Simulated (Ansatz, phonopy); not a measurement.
# ZnO (zincite, P6_3mc): a volume series of phonon spectra, part 3 of 4

Wanted: mode Grüneisen parameters of ZnO (zincite) and a free-energy fit over volumes.

Ansatz 0.2.0; DFT LDA, scalar-relativistic, plane waves, PAW.

So far, highest frequency (cm⁻¹): step 5 (phonons, V/V0 1) 562.

## 8. A cell at another volume, V/V0 0.985

Each volume of the series is relaxed in shape and positions, since modes respond to internal strain as well.

The cell differs from the one that the last finished run ended in (a 3.203 → 3.171 Å, b 3.203 → 3.171 Å, c 5.178 → 5.127 Å).

File input.yaml:

```yaml
crystal:
  lattice:
    - [3.1708743007, 0.0, 0.0]
    - [-1.5854371503, 2.7460576966, 0.0]
    - [0.0, 0.0, 5.126814474]
  atoms:
    - { symbol: Zn, position: [0.3333333333, 0.6666666667, 0.5003164212] }
    - { symbol: Zn, position: [0.6666666667, 0.3333333333, 0.0003164212] }
    - { symbol: O, position: [0.6666666667, 0.3333333333, 0.3786935788] }
    - { symbol: O, position: [0.3333333333, 0.6666666667, 0.8786935788] }
kpoints:
  mp_grid: { grid: [9, 9, 6] }
hamiltonian:
  xc: lda
scf:
  occupations: { method: fixed }
output:
  forces: true
  stress: true
  eigenvalues: true
relax:
  adjacent_minimum: "off"
  f_tol: 0.001
  max_steps: 60
  cell: { stress_tol: 0.01, fix: [volume] }
```

Command:

```console
$ ansatz run input.yaml --threads 4 --pin off --max-ram 8192MiB --backend cpu --events-out ev --progress --plain --runs-dir out
```

Numbers of over 12 decimals in the logs are rounded to 6 here.

Output:

```text
[...]
Crystal: 4 atoms, lattice volume = 44.641 Å³
Basis set: ecut = 420 eV, 857 PW (Γ)
Bands: 22, of which v1, the nominal top of the filled ones, is band 18 counted from 1 (17 counted from 0)
Symmetry: 12 space group operations
[...]
k-points: 48 of 486 (time reversal used)
[...]
--- Relaxed structure (1 steps of the walk, 1 accepted, 1 SCFs on fresh bases) ---
[...]
cell:  # Å, volume = 44.6412 Å³
    - [3.170874, -2.8867617931716448e-11, 0.0]
    - [-1.585437, 2.746058, 0.0]
    - [0.0, 0.0, 5.126814474]
  atoms:
    - { symbol: Zn, position: [0.333333, 0.666667, 0.500316] }
    - { symbol: Zn, position: [0.666667, 0.333333, 0.000316421] }
    - { symbol: O, position: [0.666667, 0.333333, 0.378694] }
    - { symbol: O, position: [0.333333, 0.666667, 0.878694] }
[key lines of the parts left out:]
SCF converged after 7 iterations
Free energy (F): -7603.934537 eV
Fermi energy:    7.779941 eV
P = ⅓ Tr σ = 2.5196 GPa (25.196 kbar)
```

The job ended after 2.6 s (4 threads of Arm Neoverse V2, shared host; peak memory 0.38 GiB; 9.6 s of CPU time).

Little changed from the start: no atom moved by 0.005 Å and no cell edge by 0.1 %.

## 9. Lattice dynamics at this volume, V/V0 0.985

Phonons at this volume give one point of F(V, T); meshes stay fixed along the series.

input.yaml, the sections that differ from step 8:

```yaml
output:
  eigenvalues: true
phonons:
  method: dfpt
  dielectric: true
  rigid_motions: translations
  qmesh: [3, 3, 2]
  temperatures: { t_max: 1000, t_step: 50 }
  qpath:
    path:
      - [[0.0, 0.0, 0.0], [0.5, 0.0, 0.0], [0.33333333, 0.33333333, 0.0], [0.0, 0.0, 0.0], [0.0, 0.0, 0.5], [0.5, 0.0, 0.5], [0.33333333, 0.33333333, 0.5], [0.0, 0.0, 0.5]]
      - [[0.5, 0.0, 0.5], [0.5, 0.0, 0.0]]
      - [[0.33333333, 0.33333333, 0.5], [0.33333333, 0.33333333, 0.0]]
    npoints: 10
# crystal, kpoints, hamiltonian, scf: as in step 8
# relax: removed
```

Output:

```text
[...]
Crystal: 4 atoms, lattice volume = 44.641 Å³
Basis set: ecut = 420 eV, 857 PW (Γ), exchange–correlation on 48×48×72 points (8 copies of the dense FFT grid, shifted against one another)
Bands: 22, of which v1, the nominal top of the filled ones, is band 18 counted from 1 (17 counted from 0)
Symmetry: 12 space group operations
[...]
ω (cm⁻¹)  modes    IR ((D/Å)²/amu)
[...]
optical modes at Γ + LO–TO along q̂ = [0.0000, 0.0000, 1.0000]:
      ω (cm⁻¹)  modes    IR ((D/Å)²/amu)
[...]
421.08      2            30.8714
        454.64      2             0.0000
        561.93      1            16.3045
        564.87      1             0.0000
--- Phonons (arbitrary-q DFPT): 6 irreducible q on the 3×3×2 mesh ---
[...]
interpolated dispersion: 94 rows × 12 modes
[...]
[key lines of the parts left out:]
SCF converged after 10 iterations
Free energy (F): -7603.934538 eV
Fermi energy:    7.779941 eV
```

Run time: 4 min. Hardware: 4 threads; peak memory 1.3 GiB.

No mode is imaginary beyond numerical noise at the solved wavevectors. The highest zone-centre mode (no LO–TO term) moved by +2.1 % for a volume change of -1.5 %.

## 10. A cell at another volume, V/V0 1.03

The volume is fixed at the new value while shape and atoms relax, so that only the volume differs between members of the series.

The cell differs from the one that the last finished run ended in (a 3.171 → 3.218 Å, b 3.171 → 3.218 Å, c 5.127 → 5.204 Å).

File input.yaml:

```yaml
crystal:
  lattice:
    - [3.2184444985, 0.0, 0.0]
    - [-1.6092222492, 2.7872546964, 0.0]
    - [0.0, 0.0, 5.2037281438]
  atoms:
    - { symbol: Zn, position: [0.3333333333, 0.6666666667, 0.5003164212] }
    - { symbol: Zn, position: [0.6666666667, 0.3333333333, 0.0003164212] }
    - { symbol: O, position: [0.6666666667, 0.3333333333, 0.3786935788] }
    - { symbol: O, position: [0.3333333333, 0.6666666667, 0.8786935788] }
kpoints:
  mp_grid: { grid: [9, 9, 6] }
hamiltonian:
  xc: lda
scf:
  occupations: { method: fixed }
output:
  forces: true
  stress: true
  eigenvalues: true
relax:
  adjacent_minimum: "off"
  f_tol: 0.001
  max_steps: 60
  cell: { stress_tol: 0.01, fix: [volume] }
```

Output:

```text
[...]
Crystal: 4 atoms, lattice volume = 46.681 Å³
Basis set: ecut = 420 eV, 941 PW (Γ)
Bands: 22, of which v1, the nominal top of the filled ones, is band 18 counted from 1 (17 counted from 0)
Symmetry: 12 space group operations
[...]
k-points: 48 of 486 (time reversal used)
[...]
--- Relaxed structure (5 steps of the walk, 5 accepted, 2 SCFs on fresh bases) ---
[...]
cell:  # Å, volume = 46.6807 Å³
    - [3.218623, -2.8869067571634007e-11, 0]
    - [-1.609312, 2.787410, 0]
    - [0, 0, 5.203150]
  atoms:
    - { symbol: Zn, position: [0.333333, 0.666667, 0.500254] }
    - { symbol: Zn, position: [0.666667, 0.333333, 0.000253852] }
    - { symbol: O, position: [0.666667, 0.333333, 0.378756] }
    - { symbol: O, position: [0.333333, 0.666667, 0.878756] }
[key lines of the parts left out:]
SCF converged after 5 iterations
Free energy (F): -7603.920203 eV
Fermi energy:    7.071862 eV
P = ⅓ Tr σ = -4.4609 GPa (-44.609 kbar)
```

It took 8.1 s on 4 threads; peak memory 0.39 GiB.

Little changed from the start: no atom moved by 0.005 Å and no cell edge by 0.1 %.

## 11. Phonons, V/V0 1.03

The same q-mesh and k-mesh are kept at every volume, so that much of their error can cancel in the differences.

File input.yaml:

```yaml
crystal:
  lattice:
    - [3.2186234169, 0.0, 0.0]
    - [-1.6093117084, 2.7874096443, 0.0]
    - [0.0, 0.0, 5.2031496252]
  atoms:
    - { symbol: Zn, position: [0.3333333333, 0.6666666667, 0.5002538523] }
    - { symbol: Zn, position: [0.6666666667, 0.3333333333, 0.0002538523] }
    - { symbol: O, position: [0.6666666667, 0.3333333333, 0.3787561477] }
    - { symbol: O, position: [0.3333333333, 0.6666666667, 0.8787561477] }
kpoints:
  mp_grid: { grid: [9, 9, 6] }
hamiltonian:
  xc: lda
scf:
  occupations: { method: fixed }
output:
  eigenvalues: true
phonons:
  method: dfpt
  dielectric: true
  rigid_motions: translations
  qmesh: [3, 3, 2]
  temperatures: { t_max: 1000, t_step: 50 }
  qpath:
    path:
      - [[0.0, 0.0, 0.0], [0.5, 0.0, 0.0], [0.33333333, 0.33333333, 0.0], [0.0, 0.0, 0.0], [0.0, 0.0, 0.5], [0.5, 0.0, 0.5], [0.33333333, 0.33333333, 0.5], [0.0, 0.0, 0.5]]
      - [[0.5, 0.0, 0.5], [0.5, 0.0, 0.0]]
      - [[0.33333333, 0.33333333, 0.5], [0.33333333, 0.33333333, 0.0]]
    npoints: 10
```

Output:

```text
[...]
Crystal: 4 atoms, lattice volume = 46.681 Å³
Basis set: ecut = 420 eV, 941 PW (Γ), exchange–correlation on 48×48×72 points (8 copies of the dense FFT grid, shifted against one another)
Bands: 22, of which v1, the nominal top of the filled ones, is band 18 counted from 1 (17 counted from 0)
Symmetry: 12 space group operations
[...]
ω (cm⁻¹)  modes    IR ((D/Å)²/amu)
[...]
optical modes at Γ + LO–TO along q̂ = [0.0000, 0.0000, 1.0000]:
      ω (cm⁻¹)  modes    IR ((D/Å)²/amu)
[...]
384.93      2            31.6032
        416.06      2             0.0000
        528.75      1            16.6745
        530.82      1             0.0000
--- Phonons (arbitrary-q DFPT): 6 irreducible q on the 3×3×2 mesh ---
[...]
interpolated dispersion: 94 rows × 12 modes
[...]
[key lines of the parts left out:]
SCF converged after 10 iterations
Free energy (F): -7603.920204 eV
Fermi energy:    7.071861 eV
```

Run time: 4.1 min. Hardware: 4 threads; peak memory 1.2 GiB.

No mode is imaginary beyond numerical noise at the solved wavevectors. The highest zone-centre mode (no LO–TO term) moved by -4.1 % for a volume change of +3.0 %.

## 12. Relaxing at fixed volume, V/V0 0.97

Each volume of the series is relaxed in shape and positions, since modes respond to internal strain as well.

The cell differs from the one that the last finished run ended in (a 3.219 → 3.155 Å, b 3.219 → 3.155 Å, c 5.203 → 5.101 Å).

File input.yaml:

```yaml
crystal:
  lattice:
    - [3.1546960891, 0.0, 0.0]
    - [-1.5773480445, 2.7320469544, 0.0]
    - [0.0, 0.0, 5.1006568022]
  atoms:
    - { symbol: Zn, position: [0.3333333333, 0.6666666667, 0.5003164212] }
    - { symbol: Zn, position: [0.6666666667, 0.3333333333, 0.0003164212] }
    - { symbol: O, position: [0.6666666667, 0.3333333333, 0.3786935788] }
    - { symbol: O, position: [0.3333333333, 0.6666666667, 0.8786935788] }
kpoints:
  mp_grid: { grid: [9, 9, 6] }
hamiltonian:
  xc: lda
scf:
  occupations: { method: fixed }
output:
  forces: true
  stress: true
  eigenvalues: true
  write_density: true
  write_potential: true
  elf: true
  volumetric_format: npy
relax:
  adjacent_minimum: "off"
  f_tol: 0.001
  max_steps: 60
  cell: { stress_tol: 0.01, fix: [volume] }
```

Output:

```text
[...]
Crystal: 4 atoms, lattice volume = 43.961 Å³
Basis set: ecut = 420 eV, 845 PW (Γ)
Bands: 22, of which v1, the nominal top of the filled ones, is band 18 counted from 1 (17 counted from 0)
Symmetry: 12 space group operations
[...]
k-points: 48 of 486 (time reversal used)
[...]
--- Relaxed structure (4 steps of the walk, 4 accepted, 2 SCFs on fresh bases) ---
[...]
cell:  # Å, volume = 43.9614 Å³
    - [3.154417, -2.8865020774593294e-11, 0]
    - [-1.577208, 2.731805, 0]
    - [0, 0, 5.101561]
  atoms:
    - { symbol: Zn, position: [0.333333, 0.666667, 0.500381] }
    - { symbol: Zn, position: [0.666667, 0.333333, 0.000380884] }
    - { symbol: O, position: [0.666667, 0.333333, 0.378629] }
    - { symbol: O, position: [0.333333, 0.666667, 0.878629] }
[key lines of the parts left out:]
SCF converged after 5 iterations
Free energy (F): -7603.918015 eV
Fermi energy:    8.031754 eV
P = ⅓ Tr σ = 5.2480 GPa (52.480 kbar)
```

Elapsed: 6.9 s, on 4 threads; peak memory 0.39 GiB.

Little changed from the start: no atom moved by 0.005 Å and no cell edge by 0.1 %.

## 13. Lattice dynamics at this volume, V/V0 0.97

Phonons at this volume give one point of F(V, T); meshes stay fixed along the series.

File input.yaml:

```yaml
crystal:
  lattice:
    - [3.1544166071, 0.0, 0.0]
    - [-1.5772083035, 2.7318049159, 0.0]
    - [0.0, 0.0, 5.1015606808]
  atoms:
    - { symbol: Zn, position: [0.3333333333, 0.6666666667, 0.5003808841] }
    - { symbol: Zn, position: [0.6666666667, 0.3333333333, 0.0003808841] }
    - { symbol: O, position: [0.6666666667, 0.3333333333, 0.3786291159] }
    - { symbol: O, position: [0.3333333333, 0.6666666667, 0.8786291159] }
kpoints:
  mp_grid: { grid: [9, 9, 6] }
hamiltonian:
  xc: lda
scf:
  occupations: { method: fixed }
output:
  eigenvalues: true
phonons:
  method: dfpt
  dielectric: true
  rigid_motions: translations
  qmesh: [3, 3, 2]
  temperatures: { t_max: 1000, t_step: 50 }
  qpath:
    path:
      - [[0.0, 0.0, 0.0], [0.5, 0.0, 0.0], [0.33333333, 0.33333333, 0.0], [0.0, 0.0, 0.0], [0.0, 0.0, 0.5], [0.5, 0.0, 0.5], [0.33333333, 0.33333333, 0.5], [0.0, 0.0, 0.5]]
      - [[0.5, 0.0, 0.5], [0.5, 0.0, 0.0]]
      - [[0.33333333, 0.33333333, 0.5], [0.33333333, 0.33333333, 0.0]]
    npoints: 10
```

Output:

```text
[...]
Crystal: 4 atoms, lattice volume = 43.961 Å³
Basis set: ecut = 420 eV, 845 PW (Γ), exchange–correlation on 48×48×72 points (8 copies of the dense FFT grid, shifted against one another)
Bands: 22, of which v1, the nominal top of the filled ones, is band 18 counted from 1 (17 counted from 0)
Symmetry: 12 space group operations
[...]
ω (cm⁻¹)  modes    IR ((D/Å)²/amu)
[...]
optical modes at Γ + LO–TO along q̂ = [0.0000, 0.0000, 1.0000]:
      ω (cm⁻¹)  modes    IR ((D/Å)²/amu)
[...]
433.67      2            30.6162
        468.14      2             0.0000
        573.78      1            16.1790
        577.29      1             0.0000
--- Phonons (arbitrary-q DFPT): 6 irreducible q on the 3×3×2 mesh ---
[...]
interpolated dispersion: 94 rows × 12 modes
[...]
[key lines of the parts left out:]
SCF converged after 10 iterations
Free energy (F): -7603.918017 eV
Fermi energy:    8.031753 eV
```

It took 3.9 min on 4 threads; peak memory 1.3 GiB; 15 min of CPU time.

No mode is imaginary beyond numerical noise at the solved wavevectors. The highest zone-centre mode (no LO–TO term) moved by +4.3 % for a volume change of -3.0 %.

## 14. A cell at another volume, V/V0 1.05

Each volume of the series is relaxed in shape and positions, since modes respond to internal strain as well.

The cell differs from the one that the last finished run ended in (a 3.154 → 3.239 Å, b 3.154 → 3.239 Å, c 5.102 → 5.237 Å).

File input.yaml:

```yaml
crystal:
  lattice:
    - [3.2391424596, 0.0, 0.0]
    - [-1.6195712298, 2.8051796565, 0.0]
    - [0.0, 0.0, 5.2371935532]
  atoms:
    - { symbol: Zn, position: [0.3333333333, 0.6666666667, 0.5003164212] }
    - { symbol: Zn, position: [0.6666666667, 0.3333333333, 0.0003164212] }
    - { symbol: O, position: [0.6666666667, 0.3333333333, 0.3786935788] }
    - { symbol: O, position: [0.3333333333, 0.6666666667, 0.8786935788] }
kpoints:
  mp_grid: { grid: [9, 9, 6] }
hamiltonian:
  xc: lda
scf:
  occupations: { method: fixed }
output:
  forces: true
  stress: true
  eigenvalues: true
  write_density: true
  write_potential: true
  elf: true
  volumetric_format: npy
relax:
  adjacent_minimum: "off"
  f_tol: 0.001
  max_steps: 60
  cell: { stress_tol: 0.01, fix: [volume] }
```

Output:

```text
[...]
Crystal: 4 atoms, lattice volume = 47.587 Å³
Basis set: ecut = 420 eV, 941 PW (Γ)
Bands: 22, of which v1, the nominal top of the filled ones, is band 18 counted from 1 (17 counted from 0)
Symmetry: 12 space group operations
[...]
k-points: 48 of 486 (time reversal used)
[...]
--- Relaxed structure (4 steps of the walk, 4 accepted, 1 SCFs on fresh bases) ---
[...]
cell:  # Å, volume = 47.5871 Å³
    - [3.239474, 0.0, 0]
    - [-1.619737, 2.805467, 0]
    - [0, 0, 5.236122]
  atoms:
    - { symbol: Zn, position: [0.333333, 0.666667, 0.500211] }
    - { symbol: Zn, position: [0.666667, 0.333333, 0.000210992] }
    - { symbol: O, position: [0.666667, 0.333333, 0.378799] }
    - { symbol: O, position: [0.333333, 0.666667, 0.878799] }
[key lines of the parts left out:]
SCF converged after 5 iterations
Free energy (F): -7603.887786 eV
Fermi energy:    6.779008 eV
P = ⅓ Tr σ = -7.0460 GPa (-70.460 kbar)
```

Run time: 6.1 s. Hardware: 4 threads; peak memory 0.4 GiB.

## 15. Lattice dynamics at this volume, V/V0 1.05

Phonons at this volume give one point of F(V, T); meshes stay fixed along the series.

File input.yaml:

```yaml
crystal:
  lattice:
    - [3.2394738833, 0.0, 0.0]
    - [-1.6197369416, 2.8054666778, 0.0]
    - [0.0, 0.0, 5.2361219958]
  atoms:
    - { symbol: Zn, position: [0.3333333333, 0.6666666667, 0.5002109917] }
    - { symbol: Zn, position: [0.6666666667, 0.3333333333, 0.0002109917] }
    - { symbol: O, position: [0.6666666667, 0.3333333333, 0.3787990083] }
    - { symbol: O, position: [0.3333333333, 0.6666666667, 0.8787990083] }
kpoints:
  mp_grid: { grid: [9, 9, 6] }
hamiltonian:
  xc: lda
scf:
  occupations: { method: fixed }
output:
  eigenvalues: true
phonons:
  method: dfpt
  dielectric: true
  rigid_motions: translations
  qmesh: [3, 3, 2]
  temperatures: { t_max: 1000, t_step: 50 }
  qpath:
    path:
      - [[0.0, 0.0, 0.0], [0.5, 0.0, 0.0], [0.33333333, 0.33333333, 0.0], [0.0, 0.0, 0.0], [0.0, 0.0, 0.5], [0.5, 0.0, 0.5], [0.33333333, 0.33333333, 0.5], [0.0, 0.0, 0.5]]
      - [[0.5, 0.0, 0.5], [0.5, 0.0, 0.0]]
      - [[0.33333333, 0.33333333, 0.5], [0.33333333, 0.33333333, 0.0]]
    npoints: 10
```

Output:

```text
[...]
Crystal: 4 atoms, lattice volume = 47.587 Å³
Basis set: ecut = 420 eV, 941 PW (Γ), exchange–correlation on 48×48×72 points (8 copies of the dense FFT grid, shifted against one another)
Bands: 22, of which v1, the nominal top of the filled ones, is band 18 counted from 1 (17 counted from 0)
Symmetry: 12 space group operations
[...]
ω (cm⁻¹)  modes    IR ((D/Å)²/amu)
[...]
optical modes at Γ + LO–TO along q̂ = [0.0000, 0.0000, 1.0000]:
      ω (cm⁻¹)  modes    IR ((D/Å)²/amu)
[...]
369.91      2            31.9055
        400.08      2             0.0000
        514.90      1            16.8405
        516.92      1             0.0000
--- Phonons (arbitrary-q DFPT): 6 irreducible q on the 3×3×2 mesh ---
[...]
interpolated dispersion: 94 rows × 12 modes
[...]
[key lines of the parts left out:]
SCF converged after 9 iterations
Free energy (F): -7603.887786 eV
Fermi energy:    6.779007 eV
```

The job ended after 4.2 min (4 threads; peak memory 1.3 GiB; 16 min of CPU time).

LO-TO term included. The phonon branches at the labelled points (cm⁻¹):

```tsv
point	branch 1	branch 2	branch 3	branch 4	branch 9	branch 10	branch 11	branch 12
Γ	0	0	0	97	400	400	517	522
halfway	69	77	115	156	424	460	498	526
M	94	125	146	164	450	466	517	522
halfway	119	130	154	166	457	466	507	514
K	142	144	144	178	452	492	492	496
halfway	87	90	132	163	434	468	493	523
Γ	0	0	0	97	400	400	517	522
halfway	42	42	91	91	396	396	518	520
A	73	73	73	73	385	385	522	522
halfway	100	100	117	117	420	420	516	516
L	118	118	123	123	428	428	526	526
halfway	109	109	146	146	453	453	517	517
H	105	105	164	164	476	476	504	504
halfway	113	113	117	117	426	426	515	515
A	73	73	73	73	385	385	522	522
jump to L	118	118	123	123	428	428	526	526
halfway	104	117	140	144	444	450	520	526
M	94	125	146	164	450	466	517	522
jump to H	105	105	164	164	476	476	504	504
halfway	124	124	150	174	459	491	499	499
K	142	144	144	178	452	492	492	496
```

No mode is imaginary beyond numerical noise at the solved wavevectors. The highest zone-centre mode (no LO–TO term) moved by -6.6 % for a volume change of +5.0 %.

## 16. How the modes move with volume

This step: DFT LDA, scalar-relativistic, plane waves, PAW (phonopy 4.10.0).

This step gave:

```yaml
share_of_modes_with_a_negative_grueneisen_parameter: 0.331
```

Mean Grüneisen, by row:

```tsv
T (K)	heat-capacity-weighted mean	root mean square
50	-0.981	1.308
100	-0.412	1.226
200	0.274	1.353
300	0.503	1.404
500	0.633	1.432
800	0.679	1.442
```

The mean mode Grueneisen parameter by wavenumber:

```tsv
wavenumber (cm⁻¹)	mean mode Grueneisen parameter
9	-1.94
28	-2.4
47	-1.8
66	-1.72
84	-1.48
103	-1.24
122	-0.741
141	-0.387
159	-0.0746
178	0.514
197	1.07
216	1.05
234	1.07
253	1.15
272	1.12
290	-
309	-
328	-
347	-
366	-
384	2.13
403	2.06
422	1.99
440	1.94
459	1.89
478	1.8
497	1.72
515	1.64
534	1.43
553	1.35
```

[end of part 3 of 4]

[Logs are printed without paths, hosts, clocks, repeated set-up lines and the standing remarks that a program may print on its own settings, such as how far it seeks lower states.]

[Hosts, paths, dates, database ids (printed as entryN), source tags and the programs' standing remarks are cut or masked in the printed files.]

[A step with changed settings may run another functional than the one named; its input shows which.]

[Of the runs on displaced cells, only some may be shown.]
